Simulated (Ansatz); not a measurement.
## Ab initio dynamics of molten GaGeTe6 (208 atoms)

What local order and mobility does GaGeTe6 (208 atoms) show in DFT dynamics?

Main program and level: Ansatz 0.2.0; Kohn-Sham DFT, PBE+D3(BJ), PAW (set soft_2, large core), plane waves.

## (1) Set-up

The cell holds 208 atoms: 26 Ga, 26 Ge and 156 Te. Cell: a = 19.187 Å, b = 19.187 Å, c = 19.187 Å, α = 90.0°, β = 90.0°, γ = 90.0°. 208 atoms (26 Ga, 26 Ge, 156 Te) packed at random in a cube at 5.55 g/cm³ and pushed apart as soft spheres; a start for melting by ab initio MD, not an equilibrated structure.

What the set-up can't give: The Brillouin zone is sampled at Γ only, in a cell whose shortest periodic width is 19 Å. No spin–orbit coupling is included, so levels derived from the heavy atoms are approximate.

## (2) Single point at the start

The forces at the start show how far the geometry lies from a minimum of this functional.

File input.yaml:

```yaml
crystal:
  lattice:
    - [19.1866, 0.0, 0.0]
    - [0.0, 19.1866, 0.0]
    - [0.0, 0.0, 19.1866]
  atoms:
    - { symbol: Ga, position: [0.29722, 0.69241, 0.68532] }
    - { symbol: Ga, position: [0.22645, 0.73938, 0.18106] }
    - { symbol: Ga, position: [0.021, 0.46255, 0.38446] }
    - { symbol: Ga, position: [0.93979, 0.4774, 0.26802] }
    [... 198 atom lines left out ...]
    - { symbol: Te, position: [0.68432, 0.58278, 0.49584] }
    - { symbol: Te, position: [0.44811, 0.99471, 0.71079] }
    - { symbol: Te, position: [0.39805, 0.65699, 0.83773] }
    - { symbol: Te, position: [0.98341, 0.87855, 0.70931] }
    - { symbol: Te, position: [0.72879, 0.17803, 0.51859] }
    - { symbol: Te, position: [0.5356, 0.59776, 0.93276] }
kpoints:
  mp_grid: { grid: [1, 1, 1] }
hamiltonian:
  xc: pbe
  pseudopotentials: { kind: paw, core: large }
  dispersion: d3bj
scf:
  occupations: { method: fermi_dirac, width: 0.121 }
output:
  forces: true
```

Started as:

```bash
ansatz run input.yaml --threads 32 --pin off --max-ram 143360MiB --backend cuda --events-out ev --progress --plain --runs-dir out
```

The job ended after 3.6 s (1 × NVIDIA GB200 with 32 threads of Arm Neoverse V2, shared host; peak memory 2.1 GiB; 9.6 s of CPU time).

That memory is the host's; the program planned up to 21 GiB on the GPU. Forces of this run were stored rounded, and per-atom blocks of the log weren't kept.

The program notes that potentials were chosen by core size and the dispersion model switches parameters near this geometry.

Read from the output:

| Item | Value |
| --- | --- |
| free energy | -981438.8221 eV |
| free energy per atom | -4718.4559 eV/atom |
| SCF cycles | 10 |
| r.m.s. force component | 0.8051 eV/Å |
| longest force | 3.687 eV/Å |
| Fermi energy | 5.472 eV |

The r.m.s. force component of 0.81 eV/Å sets the starting point.

Length of the force by element:

| element | coordination | atoms | mean length of the force (eV/Å) | spread | least | most |
| --- | --- | --- | --- | --- | --- | --- |
| Ga | all | 26 | 0.715 | 0.431 | 0.122 | 2.16 |
| Ge | all | 26 | 0.776 | 0.286 | 0.192 | 1.26 |
| Te | all | 156 | 1.36 | 0.710 | 0.199 | 3.69 |

## (3) Melting at 1400 K

The random start is held at a high temperature, to make it forget its packing.

Edit input.yaml of step 2 so:

```diff
@@ -17 +17,8 @@
   forces: true
+md:
+  timestep: 3
+  n_steps: 150
+  ensemble: nvt_langevin
+  temperature: 1400
+  initial_velocities: maxwell_boltzmann
+  seed: 7608
```

It took 4.4 min on 1 × NVIDIA GB200 with 32 threads; peak memory 2.2 GiB.

That memory is the host's.

The program notes that it switched symmetry off.

Rows from the run:

```csv
time (fs),T (K),potential (meV/atom)
0.0,1393,0.0
30.0,1378,-21.0
60.0,1646,-77.4
90.0,1732,-116.1
120.0,1538,-123.9
150.0,1540,-136.2
180.0,1542,-136.4
210.0,1521,-145.6
240.0,1438,-147.8
270.0,1461,-142.9
300.0,1506,-151.8
330.0,1554,-154.3
360.0,1417,-154.6
390.0,1489,-162.3
420.0,1376,-159.7
450.0,1532,-162.6
```

Mean square displacement from the first frame to the last: Ga 1.8 Å², Ge 1.5 Å², Te 1.2 Å².

Table of mean square displacement by time lag:

```
time lag (fs)  Ga (Å²)  Ge (Å²)  Te (Å²)
          3.0   4.8e-4   4.6e-4   2.6e-4
         12.0  0.00752  0.00714  0.00405
         21.0   0.0223   0.0211   0.0120
         30.0   0.0441   0.0414   0.0238
         39.0   0.0719   0.0672   0.0388
         48.0    0.105   0.0975   0.0568
         57.0    0.142    0.131   0.0771
         66.0    0.182    0.168   0.0995
         75.0    0.225    0.207    0.123
         84.0    0.269    0.246    0.149
         93.0    0.314    0.286    0.175
        102.0    0.360    0.326    0.201
        114.0    0.421    0.378    0.237
        123.0    0.466    0.417    0.265
        132.0    0.511    0.455    0.292
        141.0    0.555    0.492    0.319
        150.0    0.598    0.529    0.346
        159.0    0.639    0.566    0.372
        168.0    0.680    0.601    0.399
        177.0    0.720    0.636    0.424
        186.0    0.758    0.671    0.449
        195.0    0.795    0.705    0.474
        204.0    0.832    0.738    0.499
        213.0    0.867    0.770    0.523
        225.0    0.912    0.813    0.555
```

Over the second half of 450 fs the temperature averages 1465 K with swings of 46 K r.m.s. From first frame to last Ga has the largest mean square displacement, 1.8 Å² at the end; the farthest move is 2.47 Å. By the end of the lags followed (0.23 ps), the least mobile element has a mean square displacement of 0.55 Å², too little over such short lags to show that the memory of the start is lost. The run spans 0.45 ps, too short for its means to be equilibrium values.

## (4) Liquid at 1050 K

The hot cell is sampled with a Nosé–Hoover thermostat, which disturbs diffusion little, and with stress on.

File input.yaml:

```yaml
crystal:
  lattice:
    - [19.1866, 0.0, 0.0]
    - [0.0, 19.1866, 0.0]
    - [0.0, 0.0, 19.1866]
  atoms:
    - { symbol: Ga, position: [0.3519, 0.67449, 0.67024] }
    - { symbol: Ga, position: [0.1961, 0.81432, 0.16349] }
    - { symbol: Ga, position: [0.96218, 0.52054, 0.44048] }
    - { symbol: Ga, position: [0.93811, 0.47742, 0.29545] }
    [... 198 atom lines left out ...]
    - { symbol: Te, position: [0.72275, 0.61394, 0.54467] }
    - { symbol: Te, position: [0.4341, 0.95503, 0.72834] }
    - { symbol: Te, position: [0.36801, 0.65156, 0.82297] }
    - { symbol: Te, position: [0.00589, 0.89038, 0.72935] }
    - { symbol: Te, position: [0.71363, 0.15693, 0.5201] }
    - { symbol: Te, position: [0.47997, 0.64219, 0.90998] }
kpoints:
  mp_grid: { grid: [1, 1, 1] }
hamiltonian:
  xc: pbe
  pseudopotentials: { kind: paw, core: large }
  dispersion: d3bj
scf:
  occupations: { method: fermi_dirac, width: 0.09 }
output:
  forces: true
  stress: true
md:
  timestep: 3
  n_steps: 160
  ensemble: nvt_nose_hoover
  temperature: 1050
  initial_velocities: maxwell_boltzmann
  seed: 8753
```

Elapsed: 4.3 min, on 1 × NVIDIA GB200 with 32 threads; peak memory 2.4 GiB; 17 min of CPU time.

That memory is the host's.

The program notes that the SCF threshold is loose for the stress.

The trajectory, sampled:

| time (fs) | T (K) | potential (meV/atom) | conserved (meV/atom) |
| --- | --- | --- | --- |
| 0.0 | 1050 | 0.0 | 0.00 |
| 30.0 | 1115 | -8.5 | -0.02 |
| 66.0 | 1196 | -21.6 | -0.02 |
| 96.0 | 1194 | -28.3 | -0.02 |
| 126.0 | 1119 | -28.0 | -0.02 |
| 162.0 | 1086 | -30.7 | -0.02 |
| 192.0 | 1113 | -37.5 | -0.03 |
| 222.0 | 1056 | -33.5 | -0.01 |
| 258.0 | 1038 | -34.5 | -0.03 |
| 288.0 | 1050 | -38.3 | -0.03 |
| 318.0 | 1056 | -41.3 | -0.03 |
| 354.0 | 1048 | -43.4 | -0.04 |
| 384.0 | 1035 | -44.3 | -0.02 |
| 414.0 | 1086 | -53.4 | -0.04 |
| 450.0 | 1058 | -54.3 | -0.03 |
| 480.0 | 1018 | -53.2 | -0.03 |

Mean square displacement from the first frame to the last: Ga 2.2 Å², Ge 1.9 Å², Te 1.7 Å².

The mean square displacement by time lag:

```
time lag (fs)  Ga (Å²)  Ge (Å²)  Te (Å²)
          3.0   3.1e-4   3.7e-4   1.9e-4
         12.0  0.00489  0.00597  0.00304
         21.0   0.0148   0.0182  0.00927
         30.0   0.0298   0.0366   0.0188
         42.0   0.0568   0.0701   0.0364
         51.0   0.0815    0.101   0.0530
         60.0    0.109    0.136   0.0723
         72.0    0.150    0.188    0.102
         81.0    0.184    0.229    0.126
         90.0    0.218    0.273    0.153
         99.0    0.253    0.317    0.181
        111.0    0.302    0.375    0.221
        120.0    0.339    0.419    0.252
        129.0    0.376    0.462    0.284
        141.0    0.426    0.516    0.328
        150.0    0.464    0.555    0.362
        159.0    0.502    0.593    0.396
        168.0    0.542    0.628    0.431
        180.0    0.595    0.673    0.478
        189.0    0.637    0.705    0.513
        198.0    0.680    0.736    0.549
        210.0    0.738    0.776    0.596
        219.0    0.783    0.805    0.632
        228.0    0.828    0.835    0.668
        240.0    0.890    0.874    0.716
```

Over the second half of 480 fs the temperature averages 1051 K with swings of 19 K r.m.s. The conserved energy stays within 0.04 meV/atom. From first frame to last Ga has the largest mean square displacement, 2.2 Å² at the end; the farthest move is 3.03 Å. By the end of the lags followed (0.24 ps), the least mobile element has a mean square displacement of 0.72 Å², too little over such short lags to show that the memory of the start is lost. The potential energy still drifts by -12 meV/atom between the last two quarters, so the cell isn't at equilibrium and its averages are those of a relaxing fluid. The run spans 0.48 ps, too short for its means to be equilibrium values.

## (5) Structure statistics late in the run

The g(r) is a mean over the second half.

Density 5.55 g/cm³, 33.96 Å³ an atom.

Mean of 15 frames. g(r), total and by pair (bins of 0.2 Å):

```
r (Å)  total  Te-Te  Te-Ga  Te-Ge  Ga-Ga  Ga-Ge  Ge-Ge
 2.30   0.02   0.00   0.03   0.02   0.10   0.20   0.00
 2.50   0.30   0.05   0.63   0.52   1.27   1.06   0.17
 2.70   1.19   0.61   1.92   2.24   0.91   1.32   0.38
 2.90   1.61   1.31   2.01   2.19   0.78   2.02   0.90
 3.10   1.55   1.47   1.62   1.71   1.56   1.86   1.22
 3.30   1.27   1.25   1.19   1.36   0.98   1.56   1.27
 3.50   1.22   1.16   1.52   1.19   0.45   1.38   0.63
 3.70   1.09   1.15   1.06   0.95   0.69   1.61   0.85
 3.90   1.10   1.21   1.01   0.95   0.54   0.94   1.34
 4.10   1.08   1.27   0.82   0.80   1.20   0.99   1.00
 4.30   0.99   1.12   0.86   0.83   0.30   0.68   0.89
 4.50   1.00   1.10   0.83   0.94   0.71   0.74   0.96
 4.70   0.95   1.03   0.89   0.78   0.93   0.84   1.18
 4.90   0.86   0.92   0.79   0.77   0.85   0.64   0.93
 5.10   0.83   0.83   0.77   0.87   0.81   1.03   1.02
 5.30   0.80   0.78   0.87   0.79   0.67   0.84   0.79
 5.50   0.88   0.78   1.03   0.99   0.80   1.03   0.75
 5.70   1.02   0.96   1.10   1.15   1.01   1.07   0.85
 5.90   1.13   1.10   1.11   1.21   1.33   1.29   1.01
 6.10   1.11   1.10   1.02   1.23   1.01   1.41   0.70
 6.30   1.08   1.06   1.10   1.09   1.15   1.16   0.82
 6.50   1.06   1.04   1.08   1.14   0.63   1.26   1.03
 6.70   1.00   0.97   1.05   1.07   0.57   1.11   0.85
 6.90   0.97   0.99   0.91   0.99   0.59   1.30   0.67
 7.10   1.02   1.02   1.04   0.99   0.84   1.30   0.72
 7.30   0.99   0.99   1.04   0.99   1.01   0.95   0.63
 7.50   0.93   0.96   0.92   0.89   1.14   0.78   0.91
 7.70   0.99   1.02   0.95   0.96   1.35   0.81   0.83
```

## (6) Summary of results

```json
{
  "mean temperature, second half (liquid at 1050 K)": "1051 K",
  "temperature swing, second half (liquid at 1050 K)": "19.22 K",
  "mean pressure, second half (liquid at 1050 K)": "-0.123 GPa",
  "slope of the conserved energy against time, by least squares (liquid at 1050 K)": "-0.0475 meV/atom/ps",
  "wall time of the 3 DFT runs": "8.8 min"
}
```

**Reading.** Melting at 1400 K: by the end of the lags followed (0.23 ps), the least mobile element has a mean square displacement of 0.55 Å², too little over such short lags to show that the memory of the start is lost. Liquid at 1050 K: by the end of the lags followed (0.24 ps), the least mobile element has a mean square displacement of 0.72 Å², too little over such short lags to show that the memory of the start is lost. Liquid at 1050 K: the potential energy still drifts by -12 meV/atom between the last two quarters, so the cell isn't at equilibrium and its averages are those of a relaxing fluid.

What to keep in mind: The program warns that the dispersion model switches its C6 values near this geometry, which can put artefacts into forces and pressure.

[Logs are printed without paths, hosts, clocks, repeated set-up lines and the standing remarks that a program may print on its own settings, such as how far it seeks lower states.]

[Hosts, paths, dates, database ids (printed as entryN), source tags and the programs' standing remarks are cut or masked in the printed files.]
